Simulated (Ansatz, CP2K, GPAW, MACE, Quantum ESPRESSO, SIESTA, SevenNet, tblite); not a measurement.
## Running random rock-salt alloy of CaS and PbS (64 atoms) with Quantum ESPRESSO

Aim: run random rock-salt alloy of CaS and PbS (64 atoms) in Quantum ESPRESSO and see how near its forces come to a plane-wave reference, and at what cost.

Method: the method is named at each step, in Quantum ESPRESSO 7.5.

**1. Set-up**

The cell holds 64 atoms: 20 Pb, 32 S and 12 Ca. Cell: a = 11.688 Å, b = 11.688 Å, c = 11.688 Å, α = 90.0°, β = 90.0°, γ = 90.0°. It derives from CaS (rock-salt), repeated 2×2×2. Rock-salt CaS, 2 x 2 x 2 conventional cells, 20 of 32 Ca sites given to Pb at random (x = 0.625), lattice by Vegard's rule (a = 5.844 Å); not relaxed, displaced by a Gaussian of 0.02 Å. Then every atom was moved at random, 0.05 Å r.m.s. a Cartesian component.

The yardstick, on the same geometry:

```
method                                           : Kohn-Sham DFT, PBE, PAW, plane waves (Ansatz 0.2.0); cutoff 420 eV, Γ point, fermi-dirac smearing of 0.05 eV; PAW set soft_2
r.m.s. force component                           : 0.3323 eV/Å
longest force                                    : 1.218 eV/Å
pressure                                         : 3.284 GPa
gap (highest filled to lowest empty level) : 1.066 eV
SCF cycles                                       : 9
time                                             : 10 s on 8 threads of Arm Neoverse V2, shared host
CPU time                                         : 70 s
```

**2. PBE, sssp-1.3.0-efficiency, 45/360 Ry**

Method: Kohn-Sham DFT, PBE, SSSP efficiency 1.3.0 pseudopotentials, plane waves.

pw.in reads:

```
&control
  calculation = 'scf'
  pseudo_dir = './pseudo'
  outdir = './tmp'
  disk_io = 'none'
  tprnfor = .true.
  tstress = .true.
/
&system
  ibrav = 0
  nat = 64
  ntyp = 3
  ecutwfc = 45
  ecutrho = 360
  nosym = .true.
  occupations = 'smearing'
  smearing = 'fd'
  degauss = 0.003675
/
&electrons
  conv_thr = 3.2e-07
  electron_maxstep = 100
  mixing_beta = 0.2
  mixing_mode = 'local-TF'
  diagonalization = 'david'
/
ATOMIC_SPECIES
Pb 207.200 Pb.upf
S 32.060 S.upf
Ca 40.078 Ca.upf
CELL_PARAMETERS angstrom
11.68760 0.00000 0.00000
0.00000 11.68760 0.00000
0.00000 0.00000 11.68760
ATOMIC_POSITIONS crystal
Pb 0.00504 0.00371 0.99926
S 0.25288 0.00220 0.99690
Pb 0.99703 0.24314 0.24728
S 0.25188 0.24886 0.23901
Ca 0.24507 0.99367 0.25802
S 0.99805 0.00135 0.24634
Ca 0.24873 0.25180 0.99773
S 0.00453 0.24993 0.99982
Pb 0.00132 0.00415 0.49713
S 0.24683 0.99399 0.50178
Ca 0.99703 0.24397 0.75620
S 0.24870 0.25139 0.74786
Ca 0.25547 0.00544 0.74811
S 0.99994 0.99805 0.74686
Pb 0.25203 0.25158 0.49870
S 0.00211 0.25132 0.49634
Pb 0.00237 0.49869 0.99654
S 0.25084 0.49894 0.99057
Pb 0.99886 0.74858 0.25365
S 0.24912 0.74558 0.24631
Ca 0.24896 0.50098 0.25314
S 0.00589 0.50212 0.25100
Pb 0.25109 0.75323 0.99822
S 0.99632 0.75113 0.99879
Pb 0.99461 0.50405 0.49339
S 0.24999 0.49509 0.49810
Pb 0.99215 0.74866 0.75072
S 0.24452 0.75721 0.75837
Pb 0.25359 0.49061 0.75218
S 0.99442 0.49671 0.74862
Ca 0.25816 0.75667 0.50085
S 0.00320 0.74490 0.49783
Ca 0.50713 0.00163 0.00257
S 0.74509 0.99662 0.99912
Pb 0.49910 0.24427 0.25064
S 0.74181 0.25076 0.24184
Pb 0.74593 0.00333 0.25458
S 0.49733 0.00403 0.24374
Pb 0.74337 0.25758 0.99884
S 0.49694 0.25294 0.99867
Ca 0.50318 0.99926 0.49938
S 0.74889 0.99418 0.49538
Pb 0.49715 0.24687 0.75172
S 0.75512 0.25108 0.74752
Pb 0.74944 0.00175 0.75416
S 0.49988 0.99473 0.75407
Ca 0.74552 0.25361 0.49612
S 0.50018 0.25020 0.50347
Ca 0.49802 0.50542 0.99799
S 0.75275 0.50625 0.99567
Pb 0.50669 0.75004 0.24939
S 0.75561 0.75008 0.25589
Pb 0.74517 0.50244 0.24504
S 0.49194 0.49809 0.25465
Ca 0.75565 0.74669 0.99672
S 0.49581 0.76124 0.00104
[... 4 atom lines left out ...]
Pb 0.75046 0.50049 0.74632
S 0.50771 0.50495 0.73869
Pb 0.74694 0.75522 0.49583
S 0.49563 0.75175 0.50511
K_POINTS gamma
```

Started as:

```sh
$ OMP_NUM_THREADS=1 mpirun -np 4 pw.x -in pw.in > output.txt
```

The log of the run:

```text
Program PWSCF
     gamma-point specific algorithms are used
     one sub-group per band group will be used
     scalapack distributed-memory algorithm (size of sub-group:  2*  2 procs)
     Parallelization info
     sticks:   dense  smooth     PW     G-vecs:    dense   smooth      PW
     Min        3490    1745    435               310638   109818   13737
     Max        3492    1748    438               310644   109824   13742
     Sum       13965    6985   1749              1242569   439279   54963
     bravais-lattice index     =            0
     lattice parameter (alat)  =      22.0864  a.u.
     unit-cell volume          =   10773.8921 (a.u.)^3
     number of atoms/cell      =           64
     number of atomic types    =            3
     number of electrons       =       592.00
     number of Kohn-Sham states=          355
     kinetic-energy cutoff     =      45.0000  Ry
     charge density cutoff     =     360.0000  Ry
     scf convergence threshold =      3.2E-07
     mixing beta               =       0.2000
     number of iterations used =            8  local-TF  mixing
     Exchange-correlation= SLA  PW   PBE  PBE
                           (   1   4   3   4   0   0   0)
     crystal axes: (cart. coord. in units of alat)
               a(1) = (   1.000000   0.000000   0.000000 )
               a(2) = (   0.000000   1.000000   0.000000 )
               a(3) = (   0.000000   0.000000   1.000000 )
     reciprocal axes: (cart. coord. in units 2 pi/alat)
               b(1) = (  1.000000  0.000000  0.000000 )
               b(2) = (  0.000000  1.000000  0.000000 )
               b(3) = (  0.000000  0.000000  1.000000 )
     PseudoPot. # 1 for Pb:
     Pseudo is Projector augmented-wave + core cor, Zval = 14.0
     PseudoPot. # 2 for S :
     Pseudo is Ultrasoft + core correction, Zval =  6.0
     PseudoPot. # 3 for Ca:
     Pseudo is Ultrasoft + core correction, Zval = 10.0
     atomic species   valence    mass     pseudopotential
     Pb               14.00   207.20000     Pb( 1.00)
     S                 6.00    32.06000     S ( 1.00)
     Ca               10.00    40.07800     Ca( 1.00)
     No symmetry found
   Cartesian axes
     number of k points=     1  Fermi-Dirac smearing, width (Ry)=  0.0037
                       cart. coord. in units 2pi/alat
        k(    1) = (   0.0000000   0.0000000   0.0000000), wk =   2.0000000
     Dense  grid:   621285 G-vectors     FFT dimensions: ( 135, 135, 135)
     Smooth grid:   219640 G-vectors     FFT dimensions: (  96,  96,  96)
     Initial potential from superposition of free atoms
     starting charge     591.8863, renormalised to     592.0000
     Starting wfcs are  428 randomized atomic wfcs
     Self-consistent Calculation
     iteration #  1     ecut=    45.00 Ry     beta= 0.20
     Threshold (ethr) on eigenvalues was too large:
     Diagonalizing with lowered threshold
     total energy              =  -19086.82777657 Ry
     estimated scf accuracy    <       4.55820660 Ry
     iteration #  2     ecut=    45.00 Ry     beta= 0.20
     total energy              =  -19085.43196185 Ry
     estimated scf accuracy    <       3.36488039 Ry
     iteration #  3     ecut=    45.00 Ry     beta= 0.20
     total energy              =  -19086.10723897 Ry
     estimated scf accuracy    <       0.27622874 Ry
     iteration #  4     ecut=    45.00 Ry     beta= 0.20
     c_bands:  1 eigenvalues not converged
     total energy              =  -19086.21465351 Ry
     estimated scf accuracy    <       0.16259248 Ry
     iteration #  5     ecut=    45.00 Ry     beta= 0.20
     total energy              =  -19086.19085925 Ry
     estimated scf accuracy    <       0.11821075 Ry
     iteration #  6     ecut=    45.00 Ry     beta= 0.20
     c_bands:  2 eigenvalues not converged
     total energy              =  -19086.22299531 Ry
     estimated scf accuracy    <       0.02199618 Ry
[...]
c_bands:  2 eigenvalues not converged
[...]
c_bands:  1 eigenvalues not converged
[...]
total energy              =  -19086.22204549 Ry
[...]
iteration # 28     ecut=    45.00 Ry     beta= 0.20
     total energy              =  -19086.22204551 Ry
     estimated scf accuracy    <       0.00000047 Ry
     iteration # 29     ecut=    45.00 Ry     beta= 0.20
     total energy              =  -19086.22204543 Ry
     estimated scf accuracy    <       0.00000036 Ry
     iteration # 30     ecut=    45.00 Ry     beta= 0.20
     End of self-consistent calculation
          k = 0.0000 0.0000 0.0000 ( 27482 PWs)   bands (ev):
   -32.8312 -32.7807 -32.7120 -32.5031 -32.4782 -32.3938 -32.3695 -32.3635
   -32.3573 -32.3101 -32.2508 -32.2449 -13.8461 -13.8426 -13.8275 -13.8111
   -13.7992 -13.7884 -13.7350 -13.7251 -13.7145 -13.5305 -13.5263 -13.5184
   -13.5156 -13.5083 -13.5022 -13.4437 -13.4424 -13.4162 -13.4150 -13.4105
   -13.4035 -13.3999 -13.3929 -13.3915 -13.3886 -13.3789 -13.3751 -13.3485
   -13.3390 -13.3346 -13.2964 -13.2929 -13.2863 -13.2842 -13.2828 -13.2718
[...]
11.4101  11.4359  11.4684  11.5103  11.5374  11.5575  11.5975  11.6256
    11.6657  11.6932  11.7461  11.7476  11.7830  11.7944  11.8342  11.8510
    11.8891  11.8919  11.9189  11.9328  11.9650  11.9814  12.0042  12.0215
    12.0504  12.0752  12.1050
     the Fermi energy is     8.6443 ev
!    total energy              =  -19086.22204546 Ry
     estimated scf accuracy    <       0.00000020 Ry
     smearing contrib. (-TS)   =      -0.00000560 Ry
     internal energy E=F+TS    =  -19086.22203987 Ry
     The total energy is F=E-TS. E is the sum of the following terms:
     one-electron contribution =   -1059.61271560 Ry
     hartree contribution      =     886.09122453 Ry
     xc contribution           =   -1302.30005284 Ry
     ewald contribution        =   -3041.44206147 Ry
     one-center paw contrib.   =  -14568.95843450 Ry
     convergence has been achieved in  30 iterations
     Forces acting on atoms (cartesian axes, Ry/au):
     atom    1 type  1   force =    -0.00442589   -0.01093967   -0.00277233
     atom    2 type  2   force =     0.00833783    0.01801435    0.00500391
     atom    3 type  1   force =     0.00617872    0.01144622    0.00636990
     atom    4 type  2   force =    -0.00902658   -0.00136470   -0.00520446
     atom    5 type  3   force =     0.00447134    0.00863822   -0.01942427
     atom    6 type  2   force =     0.01042968   -0.00517824    0.00586774
[...]
atom   62 type  2   force =    -0.01704163    0.01191874    0.04169080
     atom   63 type  1   force =     0.01296345   -0.01920010    0.01289617
     atom   64 type  2   force =    -0.00349419    0.02064244    0.00618125
     Total force =     0.181016     Total SCF correction =     0.000663
     Computing stress (Cartesian axis) and pressure
          total   stress  (Ry/bohr**3)                   (kbar)     P=       32.94
   0.00015836  -0.00000064  -0.00000054           23.30       -0.09       -0.08
  -0.00000064   0.00024615   0.00000112           -0.09       36.21        0.16
  -0.00000054   0.00000112   0.00026728           -0.08        0.16       39.32
     Message from routine punch:
     Nothing written, as per user request (disk_io='none')
```

Wall time 7.7 min (4 MPI ranks of Arm Neoverse V2, shared host); peak memory 3.6 GiB.

Banners, paths, timers and routine set-up lines are dropped from the logs unmarked, and long logs keep their key lines alone; longer cuts are marked.

Against the reference:

| Quantity | Value |
| --- | --- |
| r.m.s. force component | 0.3359 eV/Å |
| r.m.s. difference of force components | 4.829 meV/Å |
| longest difference of force vectors | 16.12 meV/Å |
| force difference over r.m.s. force | 1.453 % |
| slope of forces against the reference's | 1.011 |
| correlation of force components | 1 |
| gap (highest filled to lowest empty level) | 1.077 eV |
| gap difference | 0.0113 eV |
| pressure | 3.294 GPa |
| pressure difference | 0.0105 GPa |

Length of the force difference by element (eV/Å):

```csv
element,atoms,mean,most
Ca,12,0.0013,0.002
Pb,20,0.0059,0.012
S,32,0.010,0.016
```

Levels nearest the highest filled one (eV from it): -1.05, -0.94, -0.93, -0.87, -0.83, -0.78, -0.66, -0.55, -0.43, -0.18, -0.08, 0.00, 1.08, 1.09, 1.21, 1.26, 1.79, 1.83, 1.86, 1.89, 1.98, 2.07, 2.13, 2.18.

Local excerpt of 9 atoms (numbers count through the whole input) about S30, picked at random; x, y, z are measured from there.

```csv
atom,x,y,z,distance (Å),bonds,Fx,Fy,Fz (eV/Å)
S30,0.00,0.00,0.00,0.00,6,0.18,-0.48,0.07
Pb61,-2.85,0.04,-0.03,2.85,6,0.24,-0.09,-0.18
Pb17,0.09,0.02,2.90,2.90,6,-0.01,0.27,-0.03
Pb27,-0.03,2.94,0.02,2.94,6,0.44,-0.08,0.03
Ca11,0.03,-2.95,0.09,2.96,6,0.00,0.33,-0.40
Pb25,0.00,0.09,-2.98,2.98,6,0.10,0.00,0.18
Pb29,3.03,-0.07,0.04,3.03,6,-0.28,0.74,-0.38
S44,-2.80,-2.87,-0.01,4.01,6,0.15,-0.07,-0.49
S58,-2.78,0.01,-2.93,4.04,6,-0.23,-0.55,-0.05
```

Forces lie 1.5 % from the reference's, at 26 times its CPU time (on 4 against 8 cores).

**3. PBE, sssp-1.3.0-efficiency, 20/160 Ry**

Method: Kohn-Sham DFT, PBE, SSSP efficiency 1.3.0 pseudopotentials, plane waves.

Edit pw.in of step 2 so:

```diff
@@ -12,4 +12,4 @@
   ntyp = 3
-  ecutwfc = 45
-  ecutrho = 360
+  ecutwfc = 20
+  ecutrho = 160
   nosym = .true.
```

Started as:

```sh
$ OMP_NUM_THREADS=1 mpirun -np 2 pw.x -in pw.in > output.txt
```

The log of the run:

```text
[banner, memory and clock lines left out]
Program PWSCF
     gamma-point specific algorithms are used
     bravais-lattice index     =            0
     lattice parameter (alat)  =      22.0864  a.u.
     unit-cell volume          =   10773.8921 (a.u.)^3
[... lines left out ...]
     total energy              =  -19084.00754051 Ry
[... lines left out ...]
     total energy              =  -19084.57330262 Ry
[... lines left out ...]
     c_bands:  4 eigenvalues not converged
[... lines left out ...]
     c_bands:  1 eigenvalues not converged
[... lines left out ...]
     total energy              =  -19084.53509567 Ry
[... lines left out ...]
     total energy              =  -19084.53509585 Ry
[... lines left out ...]
     the Fermi energy is     8.6493 ev
!    total energy              =  -19084.53509587 Ry
[... lines left out ...]
     The total energy is F=E-TS. E is the sum of the following terms:
     one-electron contribution =   -1054.79268300 Ry
     hartree contribution      =     875.79382991 Ry
     xc contribution           =   -1298.48206512 Ry
     ewald contribution        =   -3041.44206147 Ry
     one-center paw contrib.   =  -14565.61211066 Ry
     convergence has been achieved in  19 iterations
     negative rho (up, down):  7.980E-05 0.000E+00
     Forces acting on atoms (cartesian axes, Ry/au):
     atom    1 type  1   force =    -0.00518382   -0.01170700   -0.00343775
     atom    2 type  2   force =     0.01185800    0.02104050    0.00517615
     atom    3 type  1   force =     0.00599671    0.01346931    0.00718503
[...]
atom   63 type  1   force =     0.01308454   -0.02126908    0.01558329
     atom   64 type  2   force =    -0.00636810    0.02407407    0.00881766
     Total force =     0.202617     Total SCF correction =     0.000880
     Computing stress (Cartesian axis) and pressure
     negative rho (up, down):  7.980E-05 0.000E+00
          total   stress  (Ry/bohr**3)                   (kbar)     P=      -62.86
  -0.00049738  -0.00000040  -0.00000032          -73.17       -0.06       -0.05
  -0.00000040  -0.00040472   0.00000118           -0.06      -59.54        0.17
  -0.00000032   0.00000118  -0.00037974           -0.05        0.17      -55.86
     Message from routine punch:
     Nothing written, as per user request (disk_io='none')
```

Wall time 2.9 min (2 MPI ranks); peak memory 1.1 GiB; 5.9 min of CPU time.

Compared with the plane-wave run:

- r.m.s. force component: 0.376 eV/Å
- r.m.s. difference of force components: 53.11 meV/Å
- longest difference of force vectors: 181.5 meV/Å
- force difference over r.m.s. force: 15.98 %
- slope of forces against the reference's: 1.127
- correlation of force components: 0.9963
- gap (highest filled to lowest empty level): 1.078 eV
- gap difference: 0.0123 eV
- pressure: -6.286 GPa
- pressure difference: -9.569 GPa
- energy less the same-level run's: 358.6 meV/atom
- r.m.s. force difference from the same-level run: 48.52 meV/Å

This is a coarse setting, run to see what it loses.

Against the first run (1.5 %), the force difference from the reference is 16 %, at 0.19 times the CPU time (on 2 against 4 cores) (19 SCF steps against 30): the cutoff matters here.

The difference per atom is largest on S (0.12 eV/Å on average, against 0.046 on Pb).

**4. All runs compared**

Differences are against the plane-wave reference, forces as r.m.s. over components; share is that over the reference's r.m.s. force, slope the least-squares factor from reference forces to these. Total energies of different programs have different zeros and aren't compared.

```csv
run,"Δ force, r.m.s. (meV/Å)",share (%),slope,Δ pressure (GPa),Δ gap (eV),cores,CPU time,memory (GiB)
reference,-,-,-,-,-,8,70 s,1.9
"QE PBE, sssp-1.3.0-efficiency, 45/360 Ry",4.83,1.45,1.011,0.0105,0.0113,4,31 min,3.6
"QE PBE, sssp-1.3.0-efficiency, 20/160 Ry (coarse)",53.1,16.0,1.127,-9.57,0.0123,2,5.9 min,1.1
```

Rows marked coarse were listed beforehand as settings not expected to be converged; some can still land near the reference.

CPU time is summed over cores on a shared host, where runs went side by side, so it is rough. Symmetry, cutoffs, thresholds, outputs and thread counts weren't matched or tuned between programs; memory under MPI is the largest rank's times the ranks.

Within one program, basis, potentials and functional, energies share a zero. Each run against its twin at the usual cutoff or grid and solver:

```csv
run,twin,Δ energy (meV/atom),"Δ force, r.m.s. (meV/Å)",CPU time over the twin's
"QE PBE, sssp-1.3.0-efficiency, 20/160 Ry","sssp-1.3.0-efficiency, 45/360 Ry",359,48.5,0.19 (this twin ran on 4 cores)
```

**5. What came out**

| Quantity | Value |
| --- | --- |
| nearest in forces | QE PBE, sssp-1.3.0-efficiency, 45/360 Ry, 1.5 % |
| its CPU time | 31 min |

What this shows: PBE on plane waves or a grid with other potentials, cutoffs or grids, coarse settings apart, differs from the reference by 1.5 % (QE PBE, sssp-1.3.0-efficiency, 45/360 Ry) of the r.m.s. force; this holds the reference's own error, so differences of a few per cent don't tell which side is nearer the exact PBE result (QE's 45 Ry are 612 eV, against the reference's 420 eV). Runs with settings chosen to be coarse differ by 16 % (QE PBE, sssp-1.3.0-efficiency, 20/160 Ry), their programs' other errors included. None of the electronic-structure runs in the table takes under half the reference's CPU time of 70 s; they take 5.0 to 26 times as much. QE PBE, sssp-1.3.0-efficiency, 20/160 Ry stiffens the forces by a factor of 1.13 while following their directions (correlation 0.996); the slopes of the 2 Quantum ESPRESSO runs lie between 1.01 and 1.13; the difference isn't even, but is largest on one element. PBE gaps agree with the reference's 1.07 eV within 0.013 eV. These are spacings on the run's k-points, which needn't hold the band edges. In pressure, QE PBE, sssp-1.3.0-efficiency, 20/160 Ry misses by -9.6 GPa, at the same functional; a cutoff this low leaves a large Pulay stress. The host structure and its lattice constant were typed by rule, without a check against the phase diagram. The reference's pressure of 3.3 GPa belongs to a cell and atoms that aren't relaxed at this level. The electronic-structure runs sample only Γ, in a cell whose shortest periodic width is 12 Å. Spin–orbit coupling is left out, which matters for the levels of the heavy elements.

[Also dropped from logs without a mark: logging warnings of Python, and SIESTA's first energy breakdown and zero terms.]

[Logs are printed without paths, hosts, clocks, repeated set-up lines and the standing remarks that a program may print on its own settings, such as how far it seeks lower states.]

[Hosts, paths, dates, database ids (printed as entryN), source tags and the programs' standing remarks are cut or masked in the printed files.]
